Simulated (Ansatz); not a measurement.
# Optical response of SnSe2

Wanted: where SnSe2 starts to absorb, how strongly, and its refractive index.

Calculated with Ansatz 0.2.0; DFT, PBE, plane-wave PAW, default files, scalar-relativistic, independent-particle optical response without local fields.

**1. The structure**

It takes space group P-3m1 (No. 164, trigonal). Conventional cell: a = 3.811 Å, b = 3.811 Å, c = 6.136 Å, α = 90.00°, β = 90.00°, γ = 120.00°. Nearest to Sn lie 6 Se at 2.68 Å. Se has 3 Sn at 2.68 Å nearest. Farther neighbours and most contacts between anions are not listed.

**2. Ground state and bands**

The self-consistent density comes first; it also tells whether there is a gap, which decides the occupations and the need for a Drude term.

This step: DFT, PBE, plane-wave PAW, default files, scalar-relativistic, ground state (Ansatz 0.2.0).

input.yaml

```yaml
crystal:
  lattice:
    - [3.811, 0.0, 0.0]
    - [-1.9055, 3.3004228138, 0.0]
    - [0.0, 0.0, 6.136]
  atoms:
    - { symbol: Sn, position: [0.0, 0.0, 0.0] }
    - { symbol: Se, position: [0.6666666667, 0.3333333333, 0.751] }
    - { symbol: Se, position: [0.3333333333, 0.6666666667, 0.249] }
kpoints:
  mp_grid: { grid: [7, 7, 4] }
  band_path:
    path:
      - [[0.0, 0.0, 0.0], [0.5, 0.0, 0.0], [0.33333333, 0.33333333, 0.0], [0.0, 0.0, 0.0], [0.0, 0.0, 0.5], [0.5, 0.0, 0.5], [0.33333333, 0.33333333, 0.5], [0.0, 0.0, 0.5]]
      - [[0.5, 0.0, 0.5], [0.5, 0.0, 0.0]]
      - [[0.33333333, 0.33333333, 0.0], [0.33333333, 0.33333333, 0.5]]
    npoints: 6
scf:
  occupations: { method: fermi_dirac, width: 0.05 }
  n_extra_bands: 7
hamiltonian:
  xc: pbe
  pseudopotentials: { kind: paw }
output:
  forces: true
  stress: true
  populations: true
  write_bands: true
  write_density: true
  write_potential: true
  elf: true
  volumetric_format: npy
```

On the command line:

```bash
$ ansatz run input.yaml --threads 4 --pin off --max-ram 8192MiB --backend cpu --events-out ev --progress --plain --runs-dir out
```

Numbers of over 12 decimals in the logs are rounded to 6 here.

What it wrote:

```text
scf.n_extra_bands = 7 over 23 filled bands (N_el = 46.0): the run solves 30 bands
Engine: ansatz 0.2.0, x86_64-unknown-linux-gnu
Pseudopotentials: kind: paw
Pseudopotential: Sn, paw, valence charge 14, recommended cutoff 420 eV (normal), Sn.paw.azcp
Pseudopotential: Se, paw, valence charge 16, recommended cutoff 420 eV (normal), Se.paw.azcp
Functional definition: PBE
  parameter kappa = 0.804
  parameter beta = 0.066725
  exchange = pbe_x(kappa = kappa, mu = beta*pi^2/3)
  correlation = pbe_c(beta = beta)
Crystal: 3 atoms, lattice volume = 77.178 Å³
Basis set: ecut = 420 eV, 1485 PW (Γ), exchange–correlation on 54×54×90 points (8 copies of the dense FFT grid, shifted against one another)
Bands: 30, of which v1, the nominal top of the filled ones, is band 23 counted from 1 (22 counted from 0)
Symmetry: 12 space group operations
Space group: P-3m1 (ITA 164), of the structure as read, at distance tolerance 4.3e-5 Å
k-points: 28 of 196
Non-local potential: Sn, projectors of the file, l = 0: 2, l = 1: 2, l = 2: 2, l = 3: 2
Non-local potential: Se, projectors of the file, l = 0: 2, l = 1: 2, l = 2: 3, l = 3: 1
PAW form: soft (Blöchl's): semilocal exchange-correlation on the pseudo side does not see the compensation charge
PAW one-centre angular grid: Sn, 590 points (default); XC on 64 Gauss nodes
PAW one-centre angular grid: Se, 590 points (default); XC on 64 Gauss nodes
Initial density: superposition of atomic densities (neutral atoms: chi_scale 0, normalization atom), corrected by the library's trained network
Initial wavefunctions: pseudopotential atomic-orbital guess
Functional: x = pbe(κ = 0.804, μ = 0.219515), c = pbe(β = 0.066725)
SCF iter   1: F=—  HF=-16963.271518 eV  |F-HF|=—  |Δ(HF+E_count)|=         —  Δρ=1.56e-3  dr2=2.85e-3  ethr=1.77e-3  ⟨swp⟩=6.2  Hψ=3732  notcnv=0  defer=4
preconditioner: auto → Resta (q_TF=auto, 2.503 Å⁻¹)  ε∞=2.5  [insulator: Δε(μ)=0.833 eV  Ē_g=17.449 eV  σ=0.050 eV  W_gap=1.00  n_scr=22 (ndim 8)  ℏωp=21.6 eV  f_vac=0.080  D(μ)=0.00/eV (n_scr^D=0)  ε∞_Penn≈2.5]
SCF iter   2: F=—  HF=-16963.270254 eV  |F-HF|=—  |Δ(HF+E_count)|=   1.26e-3  Δρ=7.06e-4  dr2=2.35e-4  ethr=6.19e-6  ⟨swp⟩=2.8  Hψ=1707  notcnv=0  defer=39
SCF iter   3: F=—  HF=-16963.270337 eV  |F-HF|=—  |Δ(HF+E_count)|=   8.33e-5  Δρ=3.63e-4  dr2=5.33e-5  ethr=5.12e-7  ⟨swp⟩=2.0  Hψ=1424  notcnv=0  defer=39
SCF iter   4: F=—  HF=-16963.270381 eV  |F-HF|=—  |Δ(HF+E_count)|=   4.40e-5  Δρ=8.76e-5  dr2=3.84e-6  ethr=1.16e-7  ⟨swp⟩=2.0  Hψ=1007  notcnv=0  defer=39
SCF iter   5: F=—  HF=-16963.270385 eV  |F-HF|=—  |Δ(HF+E_count)|=   4.10e-6  Δρ=1.71e-5  dr2=2.33e-7  ethr=8.34e-9  ⟨swp⟩=3.0  Hψ=1307  notcnv=0  defer=39
SCF iter   6: F=-16963.270385 eV  HF=-16963.270385 eV  |F-HF|=2.36e-8  |Δ(HF+E_count)|=   2.92e-7  Δρ=5.35e-6  dr2=2.66e-8  ethr=2.17e-10  ⟨swp⟩=12.5  Hψ=6678  notcnv=0
SCF 1 converged in 6 iterations: F = -16963.270385 eV  dr2 = 2.66e-8
  greatest PAW one-centre occupation: 1.000 electrons in one spin orbital (limit 2), on the Se atom at site 2 (counted from 0), in its partial waves of l = 2
NSCF: frozen V_eff on 57 k-points
SCF converged after 6 iterations
Free energy (F): -16963.270385 eV
Harris-Foulkes:  -16963.270385 eV  (|F-HF|=2.36e-8)
Internal energy: -16963.270361 eV  (E = F + TS)
E sigma→0 (E₀):  -16963.270373 eV
Entropy (-TS):   -0.000024 eV (-0.008 meV/atom)
Fermi energy:    8.525652 eV
--- Per-component energies (eV) ---
  E_band       = -857.711875
  E_kinetic    = 426.748278
  E_local      = -6101.138427  (includes V_loc(G=0)·N_el)
  E_nonlocal   = -1222.494129
  E_hartree    = 3128.185288
  E_xc         = -590.531946
  E_vxc        = -292.290585  (∫ρ·V_xc dr)
  E_paw        = -7963.843581  (= ΣΔE_a)
  E_vpaw       = 75.096515  (= ΣTr[D̂ρ^β])
  E_aug_tail   = -0.001222  (compensation charges beyond the density's cutoff)
  E_ewald      = -4640.194622
  E_smearing   = -0.000024  (= −TS)
  E_closure    = 0.000000  (closes the sum)
  Σ components = -16963.270385   (vs F -16963.270385, Δ=0.00e0)
--- Forces (eV/Å), atoms counted from 1 ---
  atom   1  Sn     0.00000000     0.00000000     0.00000000
  atom   2  Se    -0.00000000    -0.00000000    -0.78568796
  atom   3  Se     0.00000000     0.00000000     0.78568796
  max |Σ_I F_I| component: 2.65e-31 eV/Å
--- Stress (GPa, compression-positive) ---
        5.056487      -0.000000      -0.000000
        0.000000       5.056487       0.000000
       -0.000000       0.000000       6.524640
  P = ⅓ Tr σ = 5.5459 GPa (55.459 kbar)
--- Band table (eV; the first three rows and the last of 28) ---
  k-point 0: bands = [... 19 lower, 7.4156, 7.7213, 7.7213, 8.1061, 9.2097, 11.0659, 12.7591, 12.7591, ... 3 higher]
  k-point 1: bands = [... 19 lower, 7.3627, 7.3627, 7.8049, 7.8049, 10.0605, 11.0714, 12.6201, 12.6201, ... 3 higher]
  k-point 2: bands = [... 19 lower, 7.3250, 7.3250, 7.8743, 7.8743, 10.5656, 11.0372, 12.4888, 12.4888, ... 3 higher]
  k-point 27: bands = [... 19 lower, 4.0827, 4.7682, 7.5822, 7.7661, 10.5557, 12.6995, 13.2128, 14.3519, ... 3 higher]
--- Löwdin populations: 3 sites ---
  site symbol       q [e]
     0     Sn     13.3432
     1     Se     16.2630
     2     Se     16.2630
  spilling = 0.002842 (of n_electrons = 46.000000)
```

Elapsed: 0.77 s, on 4 threads of AMD EPYC 9R45, shared host; peak memory 0.49 GiB; 2.4 s of CPU time.

In the SCF lines HF is the Harris–Foulkes energy and dr2 the Hartree energy of the density residual, in eV; the loop may stop once dr2 is under the threshold and the program's other checks hold. Hψ counts applications of the Hamiltonian.

Numbers from this step:

- free energy: -16963.2704 eV
- Fermi energy: 8.526 eV
- gap by band count: 0.8143 eV
- electrons: 46
- symmetry operations: 12
- pressure: 5.546 GPa
- volume: 77.18 Å³
- gap on the path: 0.7342 eV
- least direct gap on the path: 1.104 eV

There is a gap, 0.73 eV on the path, so no carriers' term is needed. The cell is left with a pressure of 5.5 GPa and forces up to 0.79 eV/Å, as it stands unrelaxed at this level.

Electronic bands along the path, in eV, zero at the Fermi level; v1 is the highest filled band, c1 the lowest empty one:

| point | v4 | v3 | v2 | v1 | c1 | c2 | c3 | c4 |
| --- | --- | --- | --- | --- | --- | --- | --- | --- |
| Γ | -1.11 | -0.80 | -0.80 | -0.42 | 0.68 | 2.54 | 4.23 | 4.23 |
| halfway | -2.75 | -2.40 | -0.63 | -0.55 | 1.59 | 3.55 | 5.01 | 5.32 |
| M | -3.32 | -3.09 | -1.61 | -0.72 | 0.74 | 3.39 | 5.04 | 5.08 |
| halfway | -3.72 | -3.28 | -1.68 | -1.63 | 1.15 | 4.89 | 4.92 | 6.07 |
| K | -4.12 | -3.76 | -1.94 | -1.94 | 1.02 | 6.25 | 6.25 | 6.82 |
| halfway | -3.83 | -1.83 | -1.67 | -0.56 | 1.80 | 4.56 | 4.77 | 5.33 |
| Γ | -1.11 | -0.80 | -0.80 | -0.42 | 0.68 | 2.54 | 4.23 | 4.23 |
| halfway | -1.16 | -1.16 | -0.72 | -0.72 | 1.53 | 2.55 | 4.09 | 4.09 |
| A | -1.20 | -1.20 | -0.65 | -0.65 | 2.04 | 2.51 | 3.96 | 3.96 |
| halfway | -2.25 | -2.16 | -1.83 | -0.83 | 1.30 | 4.10 | 5.29 | 5.40 |
| L | -2.92 | -2.40 | -1.25 | -1.11 | 0.46 | 3.86 | 4.44 | 5.43 |
| halfway | -3.99 | -3.17 | -1.02 | -0.83 | 1.37 | 4.29 | 4.92 | 5.25 |
| H | -4.62 | -4.13 | -0.78 | -0.78 | 2.14 | 4.34 | 4.34 | 5.84 |
| halfway | -3.19 | -2.30 | -1.33 | -1.23 | 1.83 | 4.16 | 5.44 | 5.56 |
| A | -1.20 | -1.20 | -0.65 | -0.65 | 2.04 | 2.51 | 3.96 | 3.96 |
| jump to L | -2.92 | -2.40 | -1.25 | -1.11 | 0.46 | 3.86 | 4.44 | 5.43 |
| halfway | -3.01 | -2.94 | -1.22 | -0.91 | 0.40 | 3.60 | 5.25 | 5.49 |
| M | -3.32 | -3.09 | -1.61 | -0.72 | 0.74 | 3.39 | 5.04 | 5.08 |
| jump to K | -4.12 | -3.76 | -1.94 | -1.94 | 1.02 | 6.25 | 6.25 | 6.82 |
| halfway | -4.41 | -3.95 | -1.36 | -1.36 | 1.54 | 5.20 | 5.20 | 6.35 |
| H | -4.62 | -4.13 | -0.78 | -0.78 | 2.14 | 4.34 | 4.34 | 5.84 |

Valence density in the ac plane at fractional y = 0.000, with atoms of Sn within 0.2 Å of it. It is the smooth field of the valence electrons, not physical close to the nuclei.

Ten steps, logarithmic in the rise over the least value, from '_' (0 e/Å³) to '@' (15 e/Å³), each cell a mean:
```
@@%%**==::..........::==##%%
##**++--::..........::--++##
====--::::........::::::--==
::::::..::::::::::::::::::::
..........::::::::::........
____......::::::::::....____
______......::::::....______
________............________
____________......__________
____________________________
____________________________
____________________________
______________..____________
__________..........________
________......::......______
______....::::::::......____
..........::::::::::........
::::....::::::::::::....::::
==--::::::::::::::::::::----
****==--::..........::--++**
@@%%**--::..........::==**%%
@@@@**==::..........::++##@@
```
Atoms in or near the plane, at fractional coordinates: Sn at (0.00, 0.00).

Electrostatic potential energy in the ac plane at fractional y = 0.000, with atoms of Sn within 0.2 Å of it. With pseudopotentials it is smooth inside the atoms' cores, unlike the true potential.

Values in eV, 22 rows by 14 columns, each cell a mean:
```
 26  23   0  -9   1   8  10  10  10   6  -2  -9   8  24
 12   4  -8  -6   4   8  10  10  10   7   1  -8  -6   8
 -9  -9  -6   2   7   9   9   9   9   8   6  -1  -8  -9
 -2   0   4   7   8   8   8   7   8   8   8   6   2  -1
  7   7   8   9   9   8   6   6   7   8   9   9   8   7
 11  11  11  11  10   8   6   5   7   9  10  11  11  11
 12  12  12  12  11   9   8   7   8  10  11  12  12  12
 13  13  13  12  12  11  10  10  10  11  12  13  13  13
 13  13  13  13  13  12  12  12  12  12  13  13  13  13
 13  13  13  13  13  13  13  13  13  13  13  13  13  13
 14  14  13  13  13  13  13  13  13  13  13  13  13  14
 13  13  13  13  13  13  13  13  13  13  13  13  13  13
 13  13  13  13  13  12  12  12  12  13  13  13  13  13
 13  13  13  13  12  11  11  10  11  12  12  13  13  13
 12  12  12  12  11  10   9   8   9  10  11  12  12  12
 11  11  11  11  10   8   7   6   7   9  10  11  11  11
  8   9  10  10   9   8   6   5   6   8  10  10   9   9
  1   2   5   8   9   8   7   7   7   8   8   7   4   2
 -9  -8  -3   4   7   9   9   9   9   8   7   2  -5  -9
  3  -3  -9  -4   5   9  10  10   9   8   3  -6  -8  -1
 26  20  -3  -9   1   8  10  10  10   6  -2  -9   5  23
 26  26   4 -10   0   8  10  11  10   6  -4  -9  13  26
```
Atoms in or near the plane, at fractional coordinates: Sn at (0.00, 0.00).

(Continued in part 2 of 2.)

[Logs are printed without paths, hosts, clocks, repeated set-up lines and the standing remarks that a program may print on its own settings, such as how far it seeks lower states.]

[Hosts, paths, dates, database ids (printed as entryN), source tags and the programs' standing remarks are cut or masked in the printed files.]
